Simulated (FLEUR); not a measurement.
**MnPt: which magnetic order is lowest**

Wanted: the moments of MnPt and the energy of each order that was tried.

Program: FLEUR MaX-R8.1. Level of theory: LDA (VWN); all-electron FLAPW, Dirac cores, scalar-relativistic bands. Results are calculated unless marked as measured.

Report form: the programs' logs are mostly left out.

## Step 1: The structure

The structure is tetragonal, space group P4/mmm (No. 123). The conventional cell has a = 2.830 Å, b = 2.830 Å, c = 3.660 Å, α = 90.00°, β = 90.00°, γ = 90.00°. Nearest to Mn lie 8 Pt at 2.71 Å and 4 Mn at 2.83 Å. Pt has 8 Mn at 2.71 Å and 4 Pt at 2.83 Å nearest. Farther neighbours are not listed.

## Step 2: Start 1: ferro +

The parallel start comes first: it shows whether parallel moments hold.

inpgen writes inp.xml from crystal.txt; cutoffs, mixing, functional, smearing and local orbitals are then set in the file. The k list default-1 (kpts.xml, not shown) is a Γ-centred 10×10×10 mesh; where the ranks do not divide the number of points, some are split in two of half the weight.

inp.xml reads:

```
<?xml version="1.0" encoding="UTF-8" standalone="no"?>
<fleurInput fleurInputVersion="0.39">
   <comment>
      MnPt
   </comment>
   <calculationSetup>
      <cutoffs Kmax="3.6" Gmax="10.8" GmaxXC="10.8" numbands="0"/>
      <scfLoop itmax="90" minDistance="0.00002" maxIterBroyd="15" imix="Anderson" alpha="0.05" precondParam="0.0" spinf="2.0" sdNocoIR="T"/>
      <coreElectrons ctail="T" frcor="F" kcrel="0" coretail_lmax="0"/>
      <xcFunctional name="vwn" relativisticCorrections="F"/>
      <magnetism jspins="2"/>
      <soc l_soc="F" theta="0.0" phi="0.0" spav="F"/>
      <expertModes spex="0" secvar="F"/>
      <geometryOptimization l_f="F" forcealpha="1.0" forcemix="BFGS" epsdisp="0.00001" epsforce="0.00001"/>
      <ldaU l_linMix="F" mixParam="0.05" spinf="1.0"/>
   </calculationSetup>
   <cell>
      <bzIntegration valenceElectrons="31.0" mode="hist" fermiSmearingEnergy="0.00110248">
         <kPointListSelection listName="default-1"/>
         <xi:include xmlns:xi="http://www.w3.org/2001/XInclude" href="kpts.xml"> </xi:include>
      </bzIntegration>
      <xi:include xmlns:xi="http://www.w3.org/2001/XInclude" href="sym.xml"> </xi:include>
      <bulkLattice scale="1.0">
         <bravaisMatrix>
            <row-1>    5.3479249326179996     0.0000000000000000     0.0000000000000000</row-1>
            <row-2>    0.0000000000000000     5.3479249326179996     0.0000000000000000</row-2>
            <row-3>    0.0000000000000000     0.0000000000000000     6.9163976160359999</row-3>
         </bravaisMatrix>
      </bulkLattice>
   </cell>
   <atomSpecies>
      <species name="Manganese 3.500" element="Mn" atomicNumber="25">
         <mtSphere radius="2.5" gridPoints="827" logIncrement="0.015"/>
         <atomicCutoffs lmax="10" lnonsphr="8"/>
         <electronConfig flipSpins="F">
            <coreConfig>(1s1/2) (2s1/2) (2p1/2) (2p3/2)</coreConfig>
            <valenceConfig>(3s1/2) (3p1/2) (3p3/2) (4s1/2) (3d3/2) (3d5/2)</valenceConfig>
            <stateOccupation state="(3d3/2)" spinUp="1.25" spinDown="0.75"/>
            <stateOccupation state="(3d5/2)" spinUp="3.0" spinDown="0.0"/>
         </electronConfig>
         <energyParameters s="4" p="4" d="3" f="4"/>
         <lo type="SCLO" l="0" n="3" eDeriv="0"/>
         <lo type="SCLO" l="1" n="3" eDeriv="0"/>
      </species>
      <species name="Platinum (Pt)" element="Pt" atomicNumber="78">
         <mtSphere radius="2.5" gridPoints="827" logIncrement="0.016"/>
         <atomicCutoffs lmax="10" lnonsphr="8"/>
         <electronConfig flipSpins="F">
            <coreConfig>(1s1/2) (2s1/2) (2p1/2) (2p3/2) (3s1/2) (3p1/2) (3p3/2) (4s1/2) (3d3/2) (3d5/2) (4p1/2) (4p3/2) (5s1/2) (4d3/2) (4d5/2) (4f5/2) (4f7/2)</coreConfig>
            <valenceConfig>(5p1/2) (5p3/2) (6s1/2) (5d3/2) (5d5/2)</valenceConfig>
            <stateOccupation state="(6s1/2)" spinUp="0.500000" spinDown="0.500000"/>
            <stateOccupation state="(5d3/2)" spinUp="1.800000" spinDown="1.800000"/>
            <stateOccupation state="(5d5/2)" spinUp="2.700000" spinDown="2.700000"/>
         </electronConfig>
         <energyParameters s="6" p="6" d="5" f="5"/>
         <lo type="SCLO" l="1" n="5" eDeriv="0"/>
      </species>
   </atomSpecies>
   <atomGroups>
      <atomGroup species="Manganese 3.500">
         <relPos label="                   1">.0000000000 .0000000000 .0000000000</relPos>
         <force calculate="T" relaxXYZ="TTT"/>
      </atomGroup>
      <atomGroup species="Platinum (Pt)">
         <relPos label="                   2">1.000/2.000 1.000/2.000 1.000/2.000</relPos>
         <force calculate="T" relaxXYZ="TTT"/>
      </atomGroup>
   </atomGroups>
   <output dos="F" band="F" slice="F">
      <bandDOS minEnergy="-.5*Htr" maxEnergy="0.5*Htr" sigma="0.015" storeEVData="T"/>
      <plotting iplot="0" polar="F">
         <plot TwoD="T" vec1="  1.0  0.0  0.0" vec2="  0.0  1.0  0.0" vec3="  0.0  0.0  1.0" zero="  0.0  0.0  0.0" file="plot"/>
      </plotting>
      <moessbauerParams electricFieldGradient="F" isomerShift="F" coreHyperfine="F" valenceHyperfine="F"/>
   </output>
</fleurInput>
```

crystal.txt reads:

```
MnPt
&input film=F cartesian=F /
2.83000000000  0.00000000000  0.00000000000
0.00000000000  2.83000000000  0.00000000000
0.00000000000  0.00000000000  3.66000000000
1.8897261246
1.0 1.0 1.0

2
25 0.00000000000  0.00000000000  0.00000000000 : 3.500
78 0.50000000000  0.50000000000  0.50000000000

&kpt div1=10 div2=10 div3=10 gamma=T /
```

The run is started by

```
OMP_NUM_THREADS=1 inpgen -f crystal.txt > inpgen.log  # inp.xml is then edited as shown
OMP_NUM_THREADS=1 mpirun -n 4 fleur_MPI > fleur.log
```

Wall time 17 s (4 MPI ranks of AMD EPYC 9R45, shared host); peak memory 0.25 GiB.

This step gave:

| Quantity | Value |
| --- | --- |
| free energy | -533153.8403 eV |
| program's band gap on this mesh (in a metal only a level spacing) | 8.56e-4 eV |
| magnetization | 4.154 μB |
| final state | ferromagnetic |
| largest moment | 3.718 μB |

After 25 cycles the largest moment stands at 3.72 μB.

## Step 3: Start 2: antiferro q=(1/2,1/2,0) +-

Reversing part of the moments tests the sign of the couplings between them.

The cell is doubled to 4 atoms to hold this order. The mesh is halved along the doubled vector, so that both cells sample the same points. The k list default-1 (kpts.xml, not shown) is a Γ-centred 5×10×10 mesh.

inp.xml: that of step 2 with these lines changed.

```diff
@@ -17,3 +17,3 @@
    <cell>
-      <bzIntegration valenceElectrons="31.0" mode="hist" fermiSmearingEnergy="0.00110248">
+      <bzIntegration valenceElectrons="62.0" mode="hist" fermiSmearingEnergy="0.00110248">
          <kPointListSelection listName="default-1"/>
@@ -24,4 +24,4 @@
          <bravaisMatrix>
-            <row-1>    5.3479249326179996     0.0000000000000000     0.0000000000000000</row-1>
-            <row-2>    0.0000000000000000     5.3479249326179996     0.0000000000000000</row-2>
+            <row-1>   10.6958498652359992     0.0000000000000000     0.0000000000000000</row-1>
+            <row-2>    5.3479249326179996     5.3479249326179996     0.0000000000000000</row-2>
             <row-3>    0.0000000000000000     0.0000000000000000     6.9163976160359999</row-3>
@@ -39,2 +39,15 @@
             <stateOccupation state="(3d5/2)" spinUp="3.0" spinDown="0.0"/>
+         </electronConfig>
+         <energyParameters s="4" p="4" d="3" f="4"/>
+         <lo type="SCLO" l="0" n="3" eDeriv="0"/>
+         <lo type="SCLO" l="1" n="3" eDeriv="0"/>
+      </species>
+      <species name="Manganese -3.500" element="Mn" atomicNumber="25">
+         <mtSphere radius="2.5" gridPoints="827" logIncrement="0.015"/>
+         <atomicCutoffs lmax="10" lnonsphr="8"/>
+         <electronConfig flipSpins="F">
+            <coreConfig>(1s1/2) (2s1/2) (2p1/2) (2p3/2)</coreConfig>
+            <valenceConfig>(3s1/2) (3p1/2) (3p3/2) (4s1/2) (3d3/2) (3d5/2)</valenceConfig>
+            <stateOccupation state="(3d3/2)" spinUp="0.75" spinDown="1.25"/>
+            <stateOccupation state="(3d5/2)" spinUp="0.0" spinDown="3.0"/>
          </electronConfig>
@@ -63,4 +76,9 @@
       </atomGroup>
+      <atomGroup species="Manganese -3.500">
+         <relPos label="                   2">1.000/2.000 .0000000000 .0000000000</relPos>
+         <force calculate="T" relaxXYZ="TTT"/>
+      </atomGroup>
       <atomGroup species="Platinum (Pt)">
-         <relPos label="                   2">1.000/2.000 1.000/2.000 1.000/2.000</relPos>
+         <relPos label="                   3">.0000000000 1.000/2.000 1.000/2.000</relPos>
+         <relPos label="                   4">1.000/2.000 1.000/2.000 1.000/2.000</relPos>
          <force calculate="T" relaxXYZ="TTT"/>
```

crystal.txt reads:

```
MnPt
&input film=F cartesian=F /
5.66000000000  0.00000000000  0.00000000000
2.83000000000  2.83000000000  0.00000000000
0.00000000000  0.00000000000  3.66000000000
1.8897261246
1.0 1.0 1.0

4
25 0.00000000000  0.00000000000  0.00000000000 : 3.500
25 0.50000000000  0.00000000000  0.00000000000 : -3.500
78 0.00000000000  0.50000000000  0.50000000000
78 0.50000000000  0.50000000000  0.50000000000

&kpt div1=5 div2=10 div3=10 gamma=T /
```

Elapsed: 52 s, on 4 MPI ranks; peak memory 0.39 GiB.

Spin moment in the muffin-tin sphere by atom:

| atom | spin moment in the muffin-tin sphere (μB) |
| --- | --- |
| Mn1 | 3.65 |
| Mn2 | -3.65 |
| Pt3 | 0.00 |
| Pt4 | 0.00 |

Read from the output:

```yaml
free_energy: -1066308.3922 eV
program_s_band_gap_on_this_mesh_in_a_metal_only_a_level_spacing: 0 eV
magnetization: 0 μB
final_state: antiferromagnetic
```

It lies 356 meV a seeded atom under the first start, and its largest moment is 3.65 μB against 3.72 μB.

## Step 4: Order 3, typed as antiferro q=(0,0,1/2) +-

This order needs a doubled cell of 4 atoms. The mesh is halved along the doubled vector, so that both cells sample the same points. The k list default-1 (kpts.xml, not shown) is a Γ-centred 10×10×5 mesh.

inp.xml: that of step 3 with these lines changed.

```diff
@@ -24,5 +24,5 @@
          <bravaisMatrix>
-            <row-1>   10.6958498652359992     0.0000000000000000     0.0000000000000000</row-1>
-            <row-2>    5.3479249326179996     5.3479249326179996     0.0000000000000000</row-2>
-            <row-3>    0.0000000000000000     0.0000000000000000     6.9163976160359999</row-3>
+            <row-1>    5.3479249326179996     0.0000000000000000     0.0000000000000000</row-1>
+            <row-2>    0.0000000000000000     5.3479249326179996     0.0000000000000000</row-2>
+            <row-3>    0.0000000000000000     0.0000000000000000    13.8327952320719998</row-3>
          </bravaisMatrix>
@@ -77,3 +77,3 @@
       <atomGroup species="Manganese -3.500">
-         <relPos label="                   2">1.000/2.000 .0000000000 .0000000000</relPos>
+         <relPos label="                   2">.0000000000 .0000000000 1.000/2.000</relPos>
          <force calculate="T" relaxXYZ="TTT"/>
@@ -81,4 +81,4 @@
       <atomGroup species="Platinum (Pt)">
-         <relPos label="                   3">.0000000000 1.000/2.000 1.000/2.000</relPos>
-         <relPos label="                   4">1.000/2.000 1.000/2.000 1.000/2.000</relPos>
+         <relPos label="                   3">1.000/2.000 1.000/2.000 1.000/4.000</relPos>
+         <relPos label="                   4">1.000/2.000 1.000/2.000 -1.000/4.000</relPos>
          <force calculate="T" relaxXYZ="TTT"/>
```

crystal.txt reads:

```
MnPt
&input film=F cartesian=F /
2.83000000000  0.00000000000  0.00000000000
0.00000000000  2.83000000000  0.00000000000
0.00000000000  0.00000000000  7.32000000000
1.8897261246
1.0 1.0 1.0

4
25 0.00000000000  0.00000000000  0.00000000000 : 3.500
25 0.00000000000  0.00000000000  0.50000000000 : -3.500
78 0.50000000000  0.50000000000  0.25000000000
78 0.50000000000  0.50000000000  0.75000000000

&kpt div1=10 div2=10 div3=5 gamma=T /
```

Run time: 30 s. Hardware: 4 MPI ranks; peak memory 0.34 GiB.

Spin moment in the muffin-tin sphere by atom:

| atom | spin moment in the muffin-tin sphere (μB) |
| --- | --- |
| Mn1 | 3.65 |
| Mn2 | -3.65 |
| Pt3 | 0.00 |
| Pt4 | 0.00 |

Numbers from this step:

```
free energy   : -1066307.8085 eV
magnetization : 0 μB
final state   : antiferromagnetic
```

It lies 63.9 meV a seeded atom under the first start, and its largest moment is 3.65 μB against 3.72 μB.

## Step 5: Start 4: antiferro q=(1/2,1/2,1/2) +-

This order needs a doubled cell of 4 atoms. The mesh is halved along the doubled vector, so that both cells sample the same points. The k list default-1 (kpts.xml, not shown) is a Γ-centred 5×10×10 mesh.

inp.xml: that of step 4 with these lines changed.

```diff
@@ -24,5 +24,5 @@
          <bravaisMatrix>
-            <row-1>    5.3479249326179996     0.0000000000000000     0.0000000000000000</row-1>
-            <row-2>    0.0000000000000000     5.3479249326179996     0.0000000000000000</row-2>
-            <row-3>    0.0000000000000000     0.0000000000000000    13.8327952320719998</row-3>
+            <row-1>   10.6958498652359992     0.0000000000000000     0.0000000000000000</row-1>
+            <row-2>    5.3479249326179996     5.3479249326179996     0.0000000000000000</row-2>
+            <row-3>    5.3479249326179996     0.0000000000000000     6.9163976160359999</row-3>
          </bravaisMatrix>
@@ -77,3 +77,3 @@
       <atomGroup species="Manganese -3.500">
-         <relPos label="                   2">.0000000000 .0000000000 1.000/2.000</relPos>
+         <relPos label="                   2">1.000/2.000 .0000000000 .0000000000</relPos>
          <force calculate="T" relaxXYZ="TTT"/>
@@ -81,4 +81,4 @@
       <atomGroup species="Platinum (Pt)">
-         <relPos label="                   3">1.000/2.000 1.000/2.000 1.000/4.000</relPos>
-         <relPos label="                   4">1.000/2.000 1.000/2.000 -1.000/4.000</relPos>
+         <relPos label="                   3">-1.000/4.000 1.000/2.000 1.000/2.000</relPos>
+         <relPos label="                   4">1.000/4.000 1.000/2.000 1.000/2.000</relPos>
          <force calculate="T" relaxXYZ="TTT"/>
```

crystal.txt reads:

```
MnPt
&input film=F cartesian=F /
5.66000000000  0.00000000000  0.00000000000
2.83000000000  2.83000000000  0.00000000000
2.83000000000  0.00000000000  3.66000000000
1.8897261246
1.0 1.0 1.0

4
25 0.00000000000  0.00000000000  0.00000000000 : 3.500
25 0.50000000000  0.00000000000  0.00000000000 : -3.500
78 0.75000000000  0.50000000000  0.50000000000
78 0.25000000000  0.50000000000  0.50000000000

&kpt div1=5 div2=10 div3=10 gamma=T /
```

It took 56 s on 4 MPI ranks; peak memory 0.38 GiB; 3.7 min of CPU time.

This step gave:

```yaml
free_energy: -1066308.2364 eV
program_s_band_gap_on_this_mesh_in_a_metal_only_a_level_spacing: 0.002248 eV
magnetization: 0 μB
final_state: antiferromagnetic
largest_moment: 3.573 μB
```

It lies 278 meV a seeded atom under the first start, and its largest moment is 3.57 μB against 3.72 μB.

## Step 6: Run 5 (no spin polarisation)

Without spin polarisation no moment can form, so the difference from the other runs is what forming moments gains.

The k list default-1 (kpts.xml, not shown) is a Γ-centred 10×10×10 mesh.

inp.xml reads:

```
<?xml version="1.0" encoding="UTF-8" standalone="no"?>
<fleurInput fleurInputVersion="0.39">
   <comment>
      MnPt
   </comment>
   <calculationSetup>
      <cutoffs Kmax="3.6" Gmax="10.8" GmaxXC="10.8" numbands="0"/>
      <scfLoop itmax="90" minDistance="0.00002" maxIterBroyd="15" imix="Anderson" alpha="0.05" precondParam="0.0" spinf="2.0" sdNocoIR="T"/>
      <coreElectrons ctail="T" frcor="F" kcrel="0" coretail_lmax="0"/>
      <xcFunctional name="vwn" relativisticCorrections="F"/>
      <magnetism jspins="1"/>
      <soc l_soc="F" theta="0.0" phi="0.0" spav="F"/>
      <expertModes spex="0" secvar="F"/>
      <geometryOptimization l_f="F" forcealpha="1.0" forcemix="BFGS" epsdisp="0.00001" epsforce="0.00001"/>
      <ldaU l_linMix="F" mixParam="0.05" spinf="1.0"/>
   </calculationSetup>
   <cell>
      <bzIntegration valenceElectrons="31.0" mode="hist" fermiSmearingEnergy="0.00110248">
         <kPointListSelection listName="default-1"/>
         <xi:include xmlns:xi="http://www.w3.org/2001/XInclude" href="kpts.xml"> </xi:include>
      </bzIntegration>
      <xi:include xmlns:xi="http://www.w3.org/2001/XInclude" href="sym.xml"> </xi:include>
      <bulkLattice scale="1.0">
         <bravaisMatrix>
            <row-1>    5.3479249326179996     0.0000000000000000     0.0000000000000000</row-1>
            <row-2>    0.0000000000000000     5.3479249326179996     0.0000000000000000</row-2>
            <row-3>    0.0000000000000000     0.0000000000000000     6.9163976160359999</row-3>
         </bravaisMatrix>
      </bulkLattice>
   </cell>
   <atomSpecies>
      <species name="Manganese (Mn)" element="Mn" atomicNumber="25">
         <mtSphere radius="2.5" gridPoints="827" logIncrement="0.015"/>
         <atomicCutoffs lmax="10" lnonsphr="8"/>
         <electronConfig flipSpins="F">
            <coreConfig>(1s1/2) (2s1/2) (2p1/2) (2p3/2)</coreConfig>
            <valenceConfig>(3s1/2) (3p1/2) (3p3/2) (4s1/2) (3d3/2) (3d5/2)</valenceConfig>
            <stateOccupation state="(3d3/2)" spinUp="1.000000" spinDown="1.000000"/>
            <stateOccupation state="(3d5/2)" spinUp="1.500000" spinDown="1.500000"/>
         </electronConfig>
         <energyParameters s="4" p="4" d="3" f="4"/>
         <lo type="SCLO" l="0" n="3" eDeriv="0"/>
         <lo type="SCLO" l="1" n="3" eDeriv="0"/>
      </species>
      <species name="Platinum (Pt)" element="Pt" atomicNumber="78">
         <mtSphere radius="2.5" gridPoints="827" logIncrement="0.016"/>
         <atomicCutoffs lmax="10" lnonsphr="8"/>
         <electronConfig flipSpins="F">
            <coreConfig>(1s1/2) (2s1/2) (2p1/2) (2p3/2) (3s1/2) (3p1/2) (3p3/2) (4s1/2) (3d3/2) (3d5/2) (4p1/2) (4p3/2) (5s1/2) (4d3/2) (4d5/2) (4f5/2) (4f7/2)</coreConfig>
            <valenceConfig>(5p1/2) (5p3/2) (6s1/2) (5d3/2) (5d5/2)</valenceConfig>
            <stateOccupation state="(6s1/2)" spinUp="0.500000" spinDown="0.500000"/>
            <stateOccupation state="(5d3/2)" spinUp="1.800000" spinDown="1.800000"/>
            <stateOccupation state="(5d5/2)" spinUp="2.700000" spinDown="2.700000"/>
         </electronConfig>
         <energyParameters s="6" p="6" d="5" f="5"/>
         <lo type="SCLO" l="1" n="5" eDeriv="0"/>
      </species>
   </atomSpecies>
   <atomGroups>
      <atomGroup species="Manganese (Mn)">
         <relPos label="                   1">.0000000000 .0000000000 .0000000000</relPos>
         <force calculate="T" relaxXYZ="TTT"/>
      </atomGroup>
      <atomGroup species="Platinum (Pt)">
         <relPos label="                   2">1.000/2.000 1.000/2.000 1.000/2.000</relPos>
         <force calculate="T" relaxXYZ="TTT"/>
      </atomGroup>
   </atomGroups>
   <output dos="F" band="F" slice="F">
      <bandDOS minEnergy="-.5*Htr" maxEnergy="0.5*Htr" sigma="0.015" storeEVData="T"/>
      <plotting iplot="0" polar="F">
         <plot TwoD="T" vec1="  1.0  0.0  0.0" vec2="  0.0  1.0  0.0" vec3="  0.0  0.0  1.0" zero="  0.0  0.0  0.0" file="plot"/>
      </plotting>
      <moessbauerParams electricFieldGradient="F" isomerShift="F" coreHyperfine="F" valenceHyperfine="F"/>
   </output>
</fleurInput>
```

crystal.txt reads:

```
MnPt
&input film=F cartesian=F /
2.83000000000  0.00000000000  0.00000000000
0.00000000000  2.83000000000  0.00000000000
0.00000000000  0.00000000000  3.66000000000
1.8897261246
1.0 1.0 1.0

2
25 0.00000000000  0.00000000000  0.00000000000
78 0.50000000000  0.50000000000  0.50000000000

&kpt div1=10 div2=10 div3=10 gamma=T /
```

Run time: 9.2 s. Hardware: 4 MPI ranks; peak memory 0.2 GiB.

Numbers from this step:

```yaml
free_energy: -533153.1748 eV
program_s_band_gap_on_this_mesh_in_a_metal_only_a_level_spacing: 0.001675 eV
final_state: non-magnetic (no spin polarisation)
```

It lies 666 meV a seeded atom over the first start.

## Step 7: Ranking

Free energies are divided by the number of seeded atoms, so that cells of unlike size compare. Wavevectors q in the names are fractions of the primitive cell's reciprocal vectors.

Orders:

| start | final state | typed order kept | energy over the lowest (meV a seeded atom) | largest sphere moment (μB) | net moment (μB a primitive cell) | mesh matched | CPU time (s) |
| --- | --- | --- | --- | --- | --- | --- | --- |
| ferro + | ferromagnetic | yes | 355.8 | 3.718 | 4.154 | yes | 67.65 |
| antiferro q=(1/2,1/2,0) +- | antiferromagnetic | yes | 0 | 3.649 | 0 | yes | 206.3 |
| antiferro q=(0,0,1/2) +- | antiferromagnetic | yes | 291.9 | 3.655 | 0 | yes | 120.6 |
| antiferro q=(1/2,1/2,1/2) +- | antiferromagnetic | yes | 77.89 | 3.573 | 0 | yes | 221.8 |
| no spin polarisation | non-magnetic | - | 1021 | 0 | 0 | yes | 35.78 |

(Continued in part 2 of 2.)

[Logs and program files are shortened in this print: banners, set-up blocks, solver, clock and traceback lines can be left out without a mark of their own.]

[Logs are printed without paths, hosts, clocks, repeated set-up lines and the standing remarks that a program may print on its own settings, such as how far it seeks lower states.]

[Hosts, paths, dates, database ids (printed as entryN), source tags and the programs' standing remarks are cut or masked in the printed files.]

[Where a cell is said to come from a database of computed structures, the database is the Materials Project.]
